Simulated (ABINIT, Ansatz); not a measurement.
## K2NaYF6 (Fm-3m): changed settings of a GW run in ABINIT

A base run on K2NaYF6 (Fm-3m), then changed inputs.

Calculated with ABINIT 10.8.3; PBEsol and many-body steps on it, plane waves.

## Step 1: The starting structure

Symmetry: Fm-3m, No. 225, cubic system. Conventional cell: a = 8.917 Å, b = 8.917 Å, c = 8.917 Å, α = 90.00°, β = 90.00°, γ = 90.00°. K has 12 F at 3.15 Å nearest. Nearest to Na lie 6 F at 2.28 Å. Y has 6 F at 2.18 Å nearest. Nearest to F lie 1 Y at 2.18 Å and 1 Na at 2.28 Å and 4 K at 3.15 Å. Farther neighbours and most contacts between anions are not listed.

The cell and positions are those that the Materials Project relaxed with its own functionals (PBE, PBE+U or r2SCAN), kept fixed.

## Step 2: Screening, 2×2×2 mesh, 230 bands, screening to 141.5 eV

This step: ABINIT 10.8.3; RPA screening on PBEsol, plane waves, norm-conserving pseudopotentials.

The RPA dielectric matrix is built and inverted for each q.

run.abi

```
acell 3*1.0 Angstrom
rprim 
  -0.000000000000 4.458286000000 4.458286000000
  4.458286000000 0.000000000000 4.458286000000
  4.458286000000 4.458286000000 0.000000000000
ntypat 4
znucl 19 11 39 9
natom 10
typat 1 1 2 3 4 4 4 4 4 4
xred 
  0.750000000000 0.750000000000 0.750000000000
  0.250000000000 0.250000000000 0.250000000000
  0.500000000000 0.500000000000 0.500000000000
  0.000000000000 -0.000000000000 0.000000000000
  0.755598000000 0.244402000000 0.244402000000
  0.244402000000 0.244402000000 0.755598000000
  0.244402000000 0.755598000000 0.755598000000
  0.244402000000 0.755598000000 0.244402000000
  0.755598000000 0.244402000000 0.755598000000
  0.755598000000 0.755598000000 0.244402000000
pp_dirpath "pseudos"
pseudos "K.upf, Na.upf, Y.upf, F.upf"
ecut 38
ngkpt 2 2 2
nshiftk 1
shiftk 0 0 0
kptopt 1
chksymbreak 0
istwfk *1
occopt 1
irdwfk 1
optdriver 3
nband 230
ecuteps 5.2
inclvkb 2
awtr 1
symchi 1
indata_prefix "in"
outdata_prefix "out"
tmpdata_prefix "tmp"
```

Run with:

```bash
OMP_NUM_THREADS=1 mpirun -n 4 abinit run.abi > log
```

Output:

```text
.Version 10.8.3 of ABINIT. v10.8.2 released Aug 2026.

 Symmetries : space group Fm -3 m (#225); Bravais cF (face-center cubic)
[... echo of the input left out ...]
== DATASET  1 ==================================================================
-   mpi_nproc: 4, omp_nthreads: 1 (-1 if OMP is not activated)

--- !DatasetInfo
iteration_state: {dtset: 1, }
dimensions: {natom: 10, nkpt: 3, mband: 230, nsppol: 1, nspinor: 1, nspden: 1, mpw: 13424, }
cutoff_energies: {ecut:  38.0, pawecutdg:  -1.0, }
electrons: {nelect:   8.00000000E+01, charge:   0.00000000E+00, occopt:   1.00000000E+00, tsmear:   1.00000000E-02, }

 SCREENING: Calculation of the susceptibility and dielectric matrices

 Based on a program developped by R.W. Godby, V. Olevano, G. Onida, and L. Reining.
 Incorporated in ABINIT by V. Olevano, G.-M. Rignanese, and M. Torrent.
.Using double precision arithmetic ; gwpc =  8

[... cell and pseudopotentials left out ...]
--------------------------------------------------------------------------------

 ==== K-mesh for the wavefunctions ====
 Number of points in the irreducible wedge :     3
[... list of points left out ...]
 Together with 48 symmetry operations and time-reversal symmetry
 yields     8 points in the full Brillouin Zone.

 ==== Q-mesh for the screening function ====
 Number of points in the irreducible wedge :     3
[... list of points left out ...]
 Together with 48 symmetry operations and time-reversal symmetry
 yields     8 points in the full Brillouin Zone.

 setmesh: FFT mesh size selected  =    45x   45x   45
          total number of points  =        91125

 vcoul_init : cutoff-mode = AUXILIARY_FUNCTION
 q-points for optical limit:   1
     1)      0.000010    0.000020    0.000030

- screening: taking advantage of time-reversal symmetry
- Maximum band index for partially occupied states nbvw = 40
- Remaining bands to be divided among processors   nbcw = 190
- Number of bands treated by each node ~47

 Number of electrons calculated from density =   80.0000; Expected =   80.0000
 average of density, n =  0.066890
 r_s =    1.5282
 omega_plasma =   24.9480 [eV]

 calculating chi0 at frequencies [eV] :
  1    0.000000E+00    0.000000E+00
  2    0.000000E+00    2.494798E+01

--------------------------------------------------------------------------------
  q-point number  1        q = ( 0.000000, 0.000000, 0.000000) [r.l.u.]
--------------------------------------------------------------------------------
[... chi0 elements left out ...]
 For q-point:  0.000010 0.000020 0.000030
  dielectric constant =   1.9318
  dielectric constant without local fields =   2.1263

  Average fulfillment of the sum rule on Im[epsilon] for q-point    1 :     51.32  [%]
[... wings left out ...]
  q-point number  2        q = ( 0.500000, 0.000000, 0.000000) [r.l.u.]
--------------------------------------------------------------------------------
[... chi0 elements left out ...]
  Average fulfillment of the sum rule on Im[epsilon] for q-point    2 :     55.42  [%]

 [... 1 further q-points ...]
```

Elapsed: 1.8 min, on 4 MPI ranks of Arm Neoverse V2, shared host; peak memory 2.8 GiB; 7.3 min of CPU time.

Numbers from this step:

| Property | Result |
| --- | --- |
| ε∞ with local fields, on this mesh, along the program's q direction | 1.932 |
| the same without local fields | 2.126 |
| plasma frequency | 24.95 eV |
| plane waves in the screening matrix | 645 |

Local fields lower ε∞ by 9 %. On a Γ-centred mesh this coarse the value itself is usually too large, while a short band sum pulls it down.

## Step 3: Base

The self-energy is evaluated for the states that the input lists, and the levels follow from it, in one-shot runs by the linearised quasiparticle equation.

This step: G0W0 on PBEsol, plane waves, norm-conserving pseudopotentials.

run.abi, as its differences from that of step 2:

```diff
@@ -31,8 +31,15 @@
 irdwfk 1
-optdriver 3
+optdriver 4
 nband 230
+gwcalctyp 0
+ecutsigx 38
+symsigma 1
+nkptgw 1
+kptgw 
+  0.0000000000 0.0000000000 0.0000000000
+bdgw 
+  38 44
 ecuteps 5.2
-inclvkb 2
-awtr 1
-symchi 1
+irdscr 1
+ppmodel 1
 indata_prefix "in"
```

Output:

```text
.Version 10.8.3 of ABINIT. v10.8.2 released Aug 2026.

 Symmetries : space group Fm -3 m (#225); Bravais cF (face-center cubic)
[... echo of the input left out ...]
== DATASET  1 ==================================================================
-   mpi_nproc: 4, omp_nthreads: 1 (-1 if OMP is not activated)

--- !DatasetInfo
iteration_state: {dtset: 1, }
dimensions: {natom: 10, nkpt: 3, mband: 230, nsppol: 1, nspinor: 1, nspden: 1, mpw: 13424, }
cutoff_energies: {ecut:  38.0, pawecutdg:  -1.0, }
electrons: {nelect:   8.00000000E+01, charge:   0.00000000E+00, occopt:   1.00000000E+00, tsmear:   1.00000000E-02, }

 SIGMA: Calculation of the GW corrections

 Based on a program developped by R.W. Godby, V. Olevano, G. Onida, and L. Reining.
 Incorporated in ABINIT by V. Olevano, G.-M. Rignanese, and M. Torrent.
.Using double precision arithmetic ; gwpc =  8

[... cell and pseudopotentials left out ...]
--------------------------------------------------------------------------------

 ==== K-mesh for the wavefunctions ====
 Number of points in the irreducible wedge :     3
[... list of points left out ...]
 Together with 48 symmetry operations and time-reversal symmetry
 yields     8 points in the full Brillouin Zone.

 ==== Q-mesh for screening function ====
 Number of points in the irreducible wedge :     3
[... list of points left out ...]
 Together with 48 symmetry operations and time-reversal symmetry
 yields     8 points in the full Brillouin Zone.

 vcoul_init : cutoff-mode = AUXILIARY_FUNCTION
 q-points for optical limit:   1
     1)      0.000010    0.000020    0.000030
 setmesh: FFT mesh size selected  =    72x   72x   72
          total number of points  =       373248

 Number of electrons calculated from density =   80.0000; Expected =   80.0000
 average of density, n =  0.066890
 r_s =    1.5282
 omega_plasma =   24.9480 [eV]

 === KS Band Gaps ===
  >>>> For spin  1
   Minimum direct gap =   6.1610 [eV], located at k-point      :   0.0000  0.0000  0.0000
   Fundamental gap    =   6.1610 [eV], Top of valence bands at :   0.0000  0.0000  0.0000
                                       Bottom of conduction at :   0.0000  0.0000  0.0000
 SIGMA fundamental parameters:
 PLASMON POLE MODEL  1
 number of plane-waves for SigmaX                13371
 number of plane-waves for SigmaC and W            645
 number of plane-waves for wavefunctions         13371
 number of bands                                   230
 number of independent spin polarizations            1
 number of spinorial components                      1
 number of k-points in IBZ                           3
 number of q-points in IBZ                           3
 number of symmetry operations                      48
 number of k-points in BZ                            8
 number of q-points in BZ                            8
 number of frequencies for dSigma/dE                 9
 frequency step for dSigma/dE [eV]                0.25
 number of omega for Sigma on real axis              0
 max omega for Sigma on real axis  [eV]           0.00
 zcut for avoiding poles [eV]                     0.10

 EPSILON^-1 parameters (SCR file):
 dimension of the eps^-1 matrix on file            645
 dimension of the eps^-1 matrix used               645
 number of plane-waves for wavefunctions         13371
 number of bands                                   230
 number of q-points in IBZ                           3
 number of frequencies                               2
 number of real frequencies                          1
 number of imag frequencies                          1

 matrix elements of self-energy operator (all in [eV])

 Perturbative Calculation

--- !SelfEnergy_ee
iteration_state: {dtset: 1, }
kpoint     : [   0.000,    0.000,    0.000, ]
spin       : 1
KS_gap     :    6.161
QP_gap     :    9.536
Delta_QP_KS:    3.375
data: !SigmaeeData |
     Band     E0 <VxcDFT>   SigX SigC(E0)      Z dSigC/dE  Sig(E)    E-E0       E
       38  -0.772 -22.132 -29.441   4.973   0.808  -0.238 -24.018  -1.887  -2.658
       39  -0.772 -22.132 -29.441   4.973   0.808  -0.238 -24.018  -1.887  -2.658
       40  -0.772 -22.132 -29.441   4.973   0.808  -0.238 -24.018  -1.887  -2.658
       41   5.389  -8.175  -3.998  -2.527   0.902  -0.109  -6.687   1.488   6.877
       42   7.505 -13.709  -7.709  -2.779   0.876  -0.142 -10.888   2.821  10.326
       43   7.505 -13.709  -7.709  -2.779   0.876  -0.142 -10.888   2.821  10.326
       44   7.505 -13.709  -7.709  -2.779   0.876  -0.142 -10.888   2.821  10.326

== END DATASET(S) ==============================================================
================================================================================

 -outvars: echo values of variables after computation  --------
           etotal      0.0000000000E+00
            nband         230
             nkpt           3
          spgroup         225
 [... the other variables as echoed above ...]

 Calculation completed.
```

The job ended after 25 s (4 MPI ranks; peak memory 2.2 GiB; 100 s of CPU time).

Numbers from this step:

```yaml
g0w0_gap_on_the_points_computed: 9.535 eV
starting_gap_on_the_mesh: 6.161 eV
k_of_the_valence_top: 0, 0, 0
k_of_the_conduction_bottom: 0, 0, 0
z_at_the_valence_top: 0.808
z_at_the_conduction_bottom: 0.902
least_direct_g0w0_gap_on_the_computed_points: 9.535 eV
```

The gap on the mesh goes from 6.16 eV to 9.54 eV, a correction of +3.37 eV.

## Step 4: Scissors in G

run.abi, as its differences from that of step 3:

```diff
@@ -44,2 +44,3 @@
 ppmodel 1
+mbpt_sciss 1.0 eV
 indata_prefix "in"
```

Output:

```text
.Version 10.8.3 of ABINIT. v10.8.2 released Aug 2026.

 Symmetries : space group Fm -3 m (#225); Bravais cF (face-center cubic)
[... echo of the input left out ...]
== DATASET  1 ==================================================================
-   mpi_nproc: 4, omp_nthreads: 1 (-1 if OMP is not activated)

--- !DatasetInfo
iteration_state: {dtset: 1, }
dimensions: {natom: 10, nkpt: 3, mband: 230, nsppol: 1, nspinor: 1, nspden: 1, mpw: 13424, }
cutoff_energies: {ecut:  38.0, pawecutdg:  -1.0, }
electrons: {nelect:   8.00000000E+01, charge:   0.00000000E+00, occopt:   1.00000000E+00, tsmear:   1.00000000E-02, }

 SIGMA: Calculation of the GW corrections

 Based on a program developped by R.W. Godby, V. Olevano, G. Onida, and L. Reining.
 Incorporated in ABINIT by V. Olevano, G.-M. Rignanese, and M. Torrent.
.Using double precision arithmetic ; gwpc =  8

[... cell and pseudopotentials left out ...]
--------------------------------------------------------------------------------

 ==== K-mesh for the wavefunctions ====
 Number of points in the irreducible wedge :     3
[... list of points left out ...]
 Together with 48 symmetry operations and time-reversal symmetry
 yields     8 points in the full Brillouin Zone.

 ==== Q-mesh for screening function ====
 Number of points in the irreducible wedge :     3
[... list of points left out ...]
 Together with 48 symmetry operations and time-reversal symmetry
 yields     8 points in the full Brillouin Zone.

 vcoul_init : cutoff-mode = AUXILIARY_FUNCTION
 q-points for optical limit:   1
     1)      0.000010    0.000020    0.000030
 setmesh: FFT mesh size selected  =    72x   72x   72
          total number of points  =       373248

 Number of electrons calculated from density =   80.0000; Expected =   80.0000
[...]
number of frequencies for dSigma/dE                 9
 frequency step for dSigma/dE [eV]                0.25
 number of omega for Sigma on real axis              0
 max omega for Sigma on real axis  [eV]           0.00
 zcut for avoiding poles [eV]                     0.10
 scissor energy [eV]                              1.00

 EPSILON^-1 parameters (SCR file):
 dimension of the eps^-1 matrix on file            645
 dimension of the eps^-1 matrix used               645
 number of plane-waves for wavefunctions         13371
 number of bands                                   230
 number of q-points in IBZ                           3
 number of frequencies                               2
 number of real frequencies                          1
 number of imag frequencies                          1

 matrix elements of self-energy operator (all in [eV])

 Perturbative Calculation

--- !SelfEnergy_ee
iteration_state: {dtset: 1, }
kpoint     : [   0.000,    0.000,    0.000, ]
spin       : 1
KS_gap     :    6.161
QP_gap     :    9.610
Delta_QP_KS:    3.449
data: !SigmaeeData |
     Band     E0 <VxcDFT>   SigX SigC(E0)      Z dSigC/dE  Sig(E)    E-E0       E
       38  -0.772 -22.132 -29.441   4.993   0.808  -0.237 -24.003  -1.871  -2.643
       39  -0.772 -22.132 -29.441   4.993   0.808  -0.237 -24.003  -1.871  -2.643
       40  -0.772 -22.132 -29.441   4.993   0.808  -0.237 -24.003  -1.871  -2.643
       41   5.389  -8.175  -3.998  -2.537   0.902  -0.109  -6.597   1.578   6.967
       42   7.505 -13.709  -7.709  -2.798   0.876  -0.141 -10.779   2.930  10.435
       43   7.505 -13.709  -7.709  -2.798   0.876  -0.141 -10.779   2.930  10.435
       44   7.505 -13.709  -7.709  -2.798   0.876  -0.141 -10.779   2.930  10.435

== END DATASET(S) ==============================================================
================================================================================

 -outvars: echo values of variables after computation  --------
           etotal      0.0000000000E+00
            nband         230
             nkpt           3
          spgroup         225
 [... the other variables as echoed above ...]

 Calculation completed.
```

Run time: 25 s. Hardware: 4 MPI ranks; peak memory 2.1 GiB; 100 s of CPU time.

This step gave:

```yaml
g0w0_gap_on_the_points_computed: 9.61 eV
starting_gap_on_the_mesh: 6.161 eV
k_of_the_valence_top: 0, 0, 0
k_of_the_conduction_bottom: 0, 0, 0
z_at_the_valence_top: 0.808
z_at_the_conduction_bottom: 0.902
least_direct_g0w0_gap_on_the_computed_points: 9.61 eV
```

## Step 5: Contour deformation on a plasmon-pole file

run.abi, as its differences from that of step 4:

```diff
@@ -33,3 +33,3 @@
 nband 230
-gwcalctyp 0
+gwcalctyp 2
 ecutsigx 38
@@ -43,4 +43,2 @@
 irdscr 1
-ppmodel 1
-mbpt_sciss 1.0 eV
 indata_prefix "in"
```

Output:

```text
.Version 10.8.3 of ABINIT. v10.8.2 released Aug 2026.

 Symmetries : space group Fm -3 m (#225); Bravais cF (face-center cubic)
================================================================================
 Values of the parameters that define the memory need of the present run
     intxc =       0    ionmov =       0      iscf =       7    lmnmax =       6
     lnmax =       6     mgfft =      72  mpssoang =       3    mqgrid =    3001
     natom =      10  nloc_mem =       1    nspden =       1   nspinor =       1
    nsppol =       1      nsym =      48    n1xccc =    2501    ntypat =       4
    occopt =       1   xclevel =       2
-    mband =         230        mffmem =           1         mkmem =           1
       mpw =       13424          nfft =      373248          nkpt =           3
================================================================================
  Rough estimation (10% accuracy) of disk space for files :
================================================================================

--------------------------------------------------------------------------------
------------- Echo of variables that govern the present computation ------------
--------------------------------------------------------------------------------
 -outvars: echo values of preprocessed input variables --------
            acell      1.8897261259E+00  1.8897261259E+00  1.8897261259E+00 Bohr

             bdgw          38      44
      chksymbreak           0
             ecut      3.80000000E+01 Hartree
          ecuteps      5.20000000E+00 Hartree
         ecutsigx      3.80000000E+01 Hartree
          ecutwfn      3.80000000E+01 Hartree
-          fftalg         312
        gwcalctyp           2
           irdscr           1
           irdwfk           1

[...]
setmesh: FFT mesh size selected  =    72x   72x   72
          total number of points  =       373248

 Number of electrons calculated from density =   80.0000; Expected =   80.0000
 average of density, n =  0.066890
 r_s =    1.5282
 omega_plasma =   24.9480 [eV]

 === KS Band Gaps ===
  >>>> For spin  1
   Minimum direct gap =   6.1610 [eV], located at k-point      :   0.0000  0.0000  0.0000
   Fundamental gap    =   6.1610 [eV], Top of valence bands at :   0.0000  0.0000  0.0000
                                       Bottom of conduction at :   0.0000  0.0000  0.0000
 SIGMA fundamental parameters:
 CONTOUR DEFORMATION
 number of plane-waves for SigmaX                13371
 number of plane-waves for SigmaC and W            645
 number of plane-waves for wavefunctions         13371
 number of bands                                   230
 number of independent spin polarizations            1
 number of spinorial components                      1
 number of k-points in IBZ                           3
 number of q-points in IBZ                           3
 number of symmetry operations                      48
 number of k-points in BZ                            8
 number of q-points in BZ                            8
 number of frequencies for dSigma/dE                 9
 frequency step for dSigma/dE [eV]                0.25
 number of omega for Sigma on real axis              0
 max omega for Sigma on real axis  [eV]           0.00
 zcut for avoiding poles [eV]                     0.10

 EPSILON^-1 parameters (SCR file):
 dimension of the eps^-1 matrix on file            645
 dimension of the eps^-1 matrix used               645
 number of plane-waves for wavefunctions         13371
 number of bands                                   230
 number of q-points in IBZ                           3
 number of frequencies                               2
 number of real frequencies                          1
 number of imag frequencies                          1

 matrix elements of self-energy operator (all in [eV])

 Perturbative Calculation

--- !ERROR
message: |
    Fatal error

--- !ERROR
message: |
    Fatal error

--- from the log ---
Fatal error
```

It took 5.5 s on 4 MPI ranks; peak memory 0.57 GiB; 16 s of CPU time.

The run stopped with an error after 5.5 s.

The fault put into this input: contour deformation on a plasmon-pole file.

## Step 6: Side by side

Times are wall times on 4 MPI ranks of Arm Neoverse V2, shared host, good to a factor of about two. A run's time includes the screening step that it read.

| run | mesh | bands | screening cutoff (eV) | DFT gap (eV) | gap on the mesh (eV) | direct (eV) | ε∞ used | time |
| --- | --- | --- | --- | --- | --- | --- | --- | --- |
| base | 2×2×2 | 230 | 141.5 | 6.161 | 9.535 | 9.535 | 1.93 | 2.2 min |
| scissors in G | 2×2×2 | 230 | 141.5 | 6.161 | 9.610 | 9.610 | 1.93 | 2.2 min |

## Step 7: What came out

| Property | Result |
| --- | --- |
| base | 9.535 eV |
| scissors in G | 9.610 eV |
| known limits | not at the basis limit; no spin-orbit coupling; coarse k mesh |

Scissors in G: +0.075 eV against base (keys changed: mbpt_sciss). Bands and cutoff are finite, so the gap is not at the basis limit. The miss can reach some tenths of an eV and take either sign; the mesh is an error of its own. In the first G0W0 run levels were corrected at 1 k point alone, so a gap called «on the mesh» is the least over those, and an edge elsewhere would be missed. The 2×2×2 mesh is coarse for this cell, which bears on the long-range parts of exchange and screening. The many-body steps are scalar-relativistic: spin-orbit coupling is not in them.

[Paths, hosts, dates, memory and timing lines, banners, echoed tables and standing remarks are left out of the program output.]

[Logs are printed without paths, hosts, clocks, repeated set-up lines and the standing remarks that a program may print on its own settings, such as how far it seeks lower states.]

[Runs of the session that timed out or met a known fault of the program may be left out.]

[No measured gap is set beside runs whose start may be inverted or whose files or cutoffs have a known fault.]

[Hosts, paths, dates, database ids (printed as entryN), source tags and the programs' standing remarks are cut or masked in the printed files.]

[G0W0 gaps are taken among the corrected bands and points alone; a level outside them can change the order at an edge.]

[Where Ansatz stands beside ABINIT at settings called matched, ABINIT's density can come from a denser mesh and the files from another edition; pairs whose starting gaps differed by over 0.03 eV were left out, so agreement reads better than it is.]
